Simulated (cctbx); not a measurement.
# Ba2CoMoS6 with cctbx, script by script

Library: cctbx 2025.11. The data are simulated by the first script.

## 1. Simulate the data

run.py:

```python
from cctbx import adptbx, crystal, miller, sgtbx, xray
from cctbx.array_family import flex
from iotbx.shelx import hklf
from scitbx import matrix
import scitbx.random

cs = crystal.symmetry(unit_cell=(9.541, 9.541, 9.541, 90, 90, 90), space_group_symbol='Hall: -F 4 2 3')  # Fm-3m
atoms = [  # label, site, U (iso, or U11 U22 U33 U12 U13 U23 in A^2), occupancy
    ("Ba1", (0.25, 0.25, 0.75), (0.0114, 0.0114, 0.0114, 0.0000, -0.0000, 0.0000), 1),
    ("Mo1", (0, 0, 0), (0.0142, 0.0142, 0.0142, 0.0000, 0.0000, 0.0000), 1),
    ("Co1", (0.5, 0, 0), (0.0146, 0.0146, 0.0146, 0.0000, -0.0000, 0.0000), 1),
    ("S1", (0.7482, 0, 0), (0.0236, 0.0236, 0.0236, 0.0000, 0.0000, 0.0000), 1),
]
xs = xray.structure(crystal_symmetry=cs)
for label, site, u, occ in atoms:
    u = adptbx.u_cif_as_u_star(cs.unit_cell(), u) if isinstance(u, tuple) else u
    xs.add_scatterer(xray.scatterer(label, site=site, u=u, occupancy=occ))
xs.set_inelastic_form_factors(0.71073, "sasaki")
xs.show_summary()
p1 = xs.expand_to_p1()
ms = miller.build_set(p1, anomalous_flag=True, d_min=0.77)
flex.set_random_seed(687566)
scitbx.random.set_random_seed(687566)
ms = ms.select(flex.random_double(ms.size()) < 0.95)
i = ms.structure_factors_from_scatterers(p1, algorithm="direct").f_calc().as_intensity_array().data()
i = i * 40000 / flex.max(i)
sig = flex.sqrt(i + flex.pow2(0.03 * i) + 4 ** 2)
noise = scitbx.random.variate(scitbx.random.normal_distribution())(i.size())
data = ms.array(data=i + sig * noise, sigmas=sig).set_observation_type_xray_intensity()
with open("data.hkl", "w") as f:
    data.export_as_shelx_hklf(f)
print("reflections written:", data.size(), " <I/sigma> = %.1f" % flex.mean(data.data() / data.sigmas()))
for h, a, b in list(data.sort("data"))[:12]:
    print("%4d%4d%4d %9.1f %7.1f" % (h + (a, b)))
```

```console
$ python run.py
```

```text
Number of scatterers: 4
At special positions: 4
Unit cell: (9.541, 9.541, 9.541, 90, 90, 90)
Space group: F m -3 m (No. 225)
reflections written: 7602  <I/sigma> = 3.6
   0   4   0   40386.5  1216.6
   0   0   4   40228.6  1216.6
   4   0   0   39829.6  1216.6
   0   0  -4   39804.1  1216.6
  -4   0   0   39766.1  1216.6
   0  -4   0   39501.9  1216.6
  -4   0   4   28908.2   818.0
  -4  -4   0   28314.2   818.0
   0  -4  -4   27557.1   818.0
  -4   0  -4   27426.6   818.0
   4   4   0   27284.1   818.0
   4  -4   0   27150.1   818.0
```

Run time: 0.39 s on 1 thread of Arm Neoverse N1 (shared host), peak memory 0.07 GiB.

## 2. Refinement (right model, isotropic)

run.py:

```python
import math
from cctbx import adptbx, crystal, maptbx, sgtbx, xray
from cctbx.array_family import flex
from cctbx.xray import observations
from iotbx.shelx import hklf
from scitbx.lstbx import normal_eqns_solving
from smtbx import absolute_structure, utils
from smtbx.refinement import constraints, least_squares

cs = crystal.symmetry(unit_cell=(9.541, 9.541, 9.541, 90, 90, 90), space_group_symbol='Hall: -F 4 2 3')  # Fm-3m
atoms = [  # label, site, U (iso, or U11 U22 U33 U12 U13 U23 in A^2), occupancy
    ("Ba1", (0.25, 0.25, 0.75), 0.0200, 1),
    ("Mo1", (0, 0, 0), 0.0200, 1),
    ("Co1", (0.5, 0, 0), 0.0200, 1),
    ("S1", (0.7455, 0, 0), 0.0200, 1),
]
xs = xray.structure(crystal_symmetry=cs)
for label, site, u, occ in atoms:
    u = adptbx.u_cif_as_u_star(cs.unit_cell(), u) if isinstance(u, tuple) else u
    xs.add_scatterer(xray.scatterer(label, site=site, u=u, occupancy=occ))
xs.set_inelastic_form_factors(0.71073, "sasaki")
raw = hklf.reader(file_name="data.hkl").as_miller_arrays(crystal_symmetry=cs, anomalous=True)[0]
merged = raw.eliminate_sys_absent().merge_equivalents()
fo2 = merged.array().set_observation_type_xray_intensity()
print("Rint %.3f, %d unique reflections to %.2f A" % (merged.r_int(), fo2.size(), fo2.d_min()))
for sc in xs.scatterers():
    sc.flags.set_grad_site(True)
    sc.flags.set_grad_u_aniso(sc.flags.use_u_aniso())
    sc.flags.set_grad_u_iso(sc.flags.use_u_iso())
obs = fo2.as_xray_observations()
extra = {}
rep = constraints.reparametrisation(xs, [], utils.connectivity_table(xs), **extra)
ls = least_squares.crystallographic_ls(obs, rep, weighting_scheme=least_squares.mainstream_shelx_weighting(a=0, b=0))
print("cycle     R1     wR2    GooF  max shift (A)")
for cycle in range(8):
    ls.build_up()
    r1, wr2, goof = ls.r1_factor(cutoff_factor=2)[0], ls.wR2(), ls.goof()
    old = xs.sites_cart()
    normal_eqns_solving.levenberg_marquardt_iterations(ls, n_max_iterations=3, tau=1e-06, step_threshold=1e-7)
    big = flex.max((xs.sites_cart() - old).norms())
    print("%4d %7.4f %7.4f %7.3f %9.5f" % (cycle + 1, r1, wr2, goof, big))
    ls.build_up(objective_only=True)
    if abs(ls.wR2() - wr2) < 5e-5 and big < 5e-4:
        break
ls.build_up()
print("final R1 %.4f wR2 %.4f GooF %.3f  parameters %d  data/parameter %.1f" % (ls.r1_factor(cutoff_factor=2)[0], ls.wR2(), ls.goof(), ls.n_parameters, fo2.size() / ls.n_parameters))
cov = ls.covariance_matrix_and_annotations()
su = dict(zip(cov.annotations, (math.sqrt(max(v, 0)) for v in cov.matrix.matrix_packed_u_diagonal())))
a2 = cs.unit_cell().reciprocal_parameters()[0] ** -2
print("atom        x        y        z      Ueq    occ   su(xyz)  su(Uiso or U11)")
for sc in xs.scatterers():
    s = max(su.get(sc.label + k, 0) for k in (".x", ".y", ".z"))
    npd = "" if sc.is_positive_definite_u(cs.unit_cell()) else "  NPD"
    print("%-5s %8.5f %8.5f %8.5f %8.4f %6.3f %8.5f %7.4f%s" % ((sc.label,) + sc.site + (sc.u_iso_or_equiv(cs.unit_cell()), sc.occupancy, s, su.get(sc.label + ".uiso", su.get(sc.label + ".u11", 0) * a2), npd)))
fo = fo2.f_sq_as_f()
fc = fo.structure_factors_from_scatterers(xs, algorithm="direct").f_calc()
diff = fo.f_obs_minus_f_calc(1 / math.sqrt(ls.scale_factor()), fc).average_bijvoet_mates()
m = diff.fft_map(symmetry_flags=maptbx.use_space_group_symmetry, resolution_factor=0.25).apply_volume_scaling()
print("difference map: max %.2f min %.2f rms %.2f" % (m.statistics().max(), m.statistics().min(), m.statistics().sigma()))
peaks = m.peak_search(parameters=maptbx.peak_search_parameters(min_distance_sym_equiv=0.6, max_clusters=6)).all()
near = xs.closest_distances(peaks.sites(), distance_cutoff=4)
sps = cs.special_position_settings(min_distance_sym_equiv=0.5)
for k, (x, h) in enumerate(zip(peaks.sites(), peaks.heights())):
    ss = sps.site_symmetry(x)
    print("Q%-3d %7.4f %7.4f %7.4f %4d %7.2f  %.2f A from %s" % ((k + 1,) + tuple(t % 1 for t in ss.exact_site()) + (ss.multiplicity(), h, near.smallest_distances[k], xs.scatterers()[near.i_seqs[k]].label)))
```

```console
$ python run.py
```

```text
Rint 0.028, 76 unique reflections to 0.77 A
cycle     R1     wR2    GooF  max shift (A)
   1  0.1019  0.2524  21.958   0.02622
   2  0.0047  0.0113   0.986   0.00000
final R1 0.0047 wR2 0.0113 GooF 0.986  parameters 5  data/parameter 15.2
atom        x        y        z      Ueq    occ   su(xyz)  su(Uiso or U11)
Ba1    0.25000  0.25000  0.75000   0.0114  1.000  0.00000  0.0001
Mo1    0.00000  0.00000  0.00000   0.0142  1.000  0.00000  0.0001
Co1    0.50000  0.00000  0.00000   0.0145  1.000  0.00000  0.0001
S1     0.74825  0.00000  0.00000   0.0236  1.000  0.00004  0.0001
difference map: max 0.20 min -0.17 rms 0.04
Q1    0.1254  0.1254  0.3746   32    0.20  2.06 A from S1
Q2    0.1228  0.1228  0.1228   32    0.20  2.03 A from Mo1
Q3    0.2018  0.2018  0.2982   32    0.19  0.80 A from Ba1
Q4    0.0385  0.0385  0.0385   32    0.18  0.64 A from Mo1
Q5    0.0321  0.0321  0.4679   32    0.18  0.53 A from Co1
Q6    0.0000  0.0000  0.0000    4    0.13  0.00 A from Mo1
```

Time: 0.5 s.

## 3. Refinement (right model, anisotropic)

run.py, as its changes from the last script of this kind:

```diff
@@ -12,4 +12,4 @@
-    ("Ba1", (0.25, 0.25, 0.75), 0.0200, 1),
-    ("Mo1", (0, 0, 0), 0.0200, 1),
-    ("Co1", (0.5, 0, 0), 0.0200, 1),
-    ("S1", (0.7455, 0, 0), 0.0200, 1),
+    ("Ba1", (0.25, 0.25, 0.75), 0.0114, 1),
+    ("Mo1", (0, 0, 0), 0.0142, 1),
+    ("Co1", (0.5, 0, 0), 0.0145, 1),
+    ("S1", (0.74825, 0, 0), 0.0236, 1),
@@ -21,0 +22 @@
+xs.convert_to_anisotropic()
```

```console
$ python run.py
```

```text
Rint 0.028, 76 unique reflections to 0.77 A
cycle     R1     wR2    GooF  max shift (A)
   1  0.0049  0.0114   0.997   0.00002
   2  0.0047  0.0113   0.992   0.00000
final R1 0.0047 wR2 0.0113 GooF 0.992  parameters 6  data/parameter 12.7
atom        x        y        z      Ueq    occ   su(xyz)  su(Uiso or U11)
Ba1    0.25000  0.25000  0.75000   0.0114  1.000  0.00000  0.0001
Mo1    0.00000  0.00000  0.00000   0.0142  1.000  0.00000  0.0001
Co1    0.50000  0.00000  0.00000   0.0145  1.000  0.00000  0.0001
S1     0.74825  0.00000  0.00000   0.0236  1.000  0.00004  0.0002
difference map: max 0.20 min -0.17 rms 0.04
Q1    0.1255  0.1255  0.3745   32    0.20  2.06 A from Ba1
Q2    0.1228  0.1228  0.1228   32    0.20  2.03 A from Mo1
Q3    0.2018  0.2018  0.2982   32    0.19  0.80 A from Ba1
Q4    0.0384  0.0384  0.0384   32    0.18  0.64 A from Mo1
Q5    0.0320  0.0320  0.4680   32    0.18  0.53 A from Co1
Q6    0.0000  0.0000  0.0000    4    0.13  0.00 A from Mo1
```

Time: 0.49 s.

## 4. Refinement

run.py, as its changes from the last script of this kind:

```diff
@@ -15,0 +16 @@
+    ("S2", (0.86, 0.626, 0.191), 0.0300, 1),
@@ -22 +22,0 @@
-xs.convert_to_anisotropic()
@@ -36 +36 @@
-for cycle in range(8):
+for cycle in range(12):
```

```console
$ python run.py
```

```text
Rint 0.028, 76 unique reflections to 0.77 A
cycle     R1     wR2    GooF  max shift (A)
   1  0.7999  0.9643  85.727   0.02461
   2  0.7283  0.9376  83.357   0.03258
   3  0.7090  0.9288  82.575   0.04264
   4  0.6778  0.9147  81.316   0.05789
   5  0.6246  0.8873  78.883   0.08165
   6  0.5282  0.8292  73.716   0.12758
   7  0.3740  0.6968  61.950   0.41948
   8  0.0476  0.1504  13.369   0.10216
   9  0.0121  0.0340   3.021   0.00628
  10  0.0120  0.0338   3.001   0.00031
  11  0.0118  0.0339   3.010   0.00003
final R1 0.0118 wR2 0.0339 GooF 3.010  parameters 8  data/parameter 9.5
atom        x        y        z      Ueq    occ   su(xyz)  su(Uiso or U11)
Ba1    0.25000  0.25000  0.75000   0.0115  1.000  0.00000  0.0002
Mo1    0.00000  0.00000  0.00000   0.0143  1.000  0.00000  0.0003
Co1    0.50000  0.00000  0.00000   0.0146  1.000  0.00000  0.0003
S1     0.74824  0.00000  0.00000   0.0237  1.000  0.00012  0.0004
S2     0.91597  0.58403  0.25053   1.0000  1.000  0.00084  0.0597
difference map: max 0.82 min -0.56 rms 0.22
Q1    0.0000  0.0000  0.5000    4    0.84  0.00 A from Co1
Q2    0.0351  0.0351  0.0351   32    0.81  0.58 A from Mo1
Q3    0.2054  0.2054  0.2946   32    0.59  0.74 A from Ba1
Q4    0.2053  0.2053  0.2053   32    0.50  0.74 A from Ba1
Q5    0.1176  0.1176  0.3824   32    0.22  1.35 A from S2
Q6    0.1194  0.1194  0.1194   32    0.20  1.33 A from S2
```

Time: 0.89 s.

This run holds a fault made on purpose: spurious atom: S2.

## 5. Refinement

run.py, as its changes from the last script of this kind:

```diff
@@ -14 +13,0 @@
-    ("Co1", (0.5, 0, 0), 0.0145, 1),
@@ -16 +14,0 @@
-    ("S2", (0.86, 0.626, 0.191), 0.0300, 1),
@@ -22,0 +21 @@
+xs.convert_to_anisotropic()
```

```console
$ python run.py
```

```text
Rint 0.028, 76 unique reflections to 0.77 A
cycle     R1     wR2    GooF  max shift (A)
   1  0.4742  0.7712  67.095   0.00117
   2  0.4205  0.6645  57.813   0.00039
final R1 0.4208 wR2 0.6645 GooF 57.812  parameters 5  data/parameter 15.2
atom        x        y        z      Ueq    occ   su(xyz)  su(Uiso or U11)
Ba1    0.25000  0.25000  0.75000  -0.0124  1.000  0.00000  0.0059  NPD
Mo1    0.00000  0.00000  0.00000   0.0019  1.000  0.00000  0.0079
S1     0.74817  0.00000  0.00000  -0.0106  1.000  0.00200  0.0125  NPD
difference map: max 231.66 min -9.39 rms 10.53
Q1    0.0000  0.0000  0.5000    4  231.66  2.37 A from S1
Q2    0.2500  0.2500  0.2500    8  199.36  0.00 A from Ba1
Q3    0.0000  0.0000  0.0000    4  179.59  0.00 A from Mo1
Q4    0.0000  0.0000  0.2474   24   20.02  0.04 A from S1
Q5    0.0000  0.0538  0.3944   96    4.22  1.45 A from S1
Q6    0.0000  0.0544  0.1061   96    3.18  1.14 A from Mo1
```

Time: 0.52 s.

This run holds a fault made on purpose: atom left out: Co1.

## 6. Refinement

run.py, as its changes from the last script of this kind:

```diff
@@ -13,0 +14 @@
+    ("Co1", (0.5, 0, 0), 0.0145, 1),
@@ -23 +24 @@
-merged = raw.eliminate_sys_absent().merge_equivalents()
+merged = raw.eliminate_sys_absent().resolution_filter(d_min=1.3).merge_equivalents()
```

```console
$ python run.py
```

```text
Rint 0.024, 22 unique reflections to 1.32 A
cycle     R1     wR2    GooF  max shift (A)
   1  0.0047  0.0134   1.160   0.00044
   2  0.0035  0.0097   0.837   0.00000
final R1 0.0035 wR2 0.0097 GooF 0.837  parameters 6  data/parameter 3.7
atom        x        y        z      Ueq    occ   su(xyz)  su(Uiso or U11)
Ba1    0.25000  0.25000  0.75000   0.0111  1.000  0.00000  0.0004
Mo1    0.00000  0.00000  0.00000   0.0135  1.000  0.00000  0.0005
Co1    0.50000  0.00000  0.00000   0.0129  1.000  0.00000  0.0006
S1     0.74830  0.00000  0.00000   0.0236  1.000  0.00007  0.0007
difference map: max 0.07 min -0.03 rms 0.02
Q1    0.1299  0.1299  0.1299   32    0.07  1.98 A from Ba1
Q2    0.1370  0.1370  0.3630   32    0.06  1.87 A from Ba1
Q3    0.0000  0.2500  0.2500   24    0.03  2.39 A from Ba1
Q4    0.0000  0.0000  0.0000    4    0.03  0.00 A from Mo1
Q5    0.0000  0.0000  0.2632   24    0.00  0.11 A from S1
Q6    0.0000  0.0000  0.5000    4   -0.00  0.00 A from Co1
```

Run time: 0.47 s on 1 thread of Arm Neoverse N1, with other jobs on the host, peak memory 0.09 GiB.

This run holds a fault made on purpose: data cut at low resolution.

[Logs are printed without paths, hosts, clocks, repeated set-up lines and the standing remarks that a program may print on its own settings, such as how far it seeks lower states.]
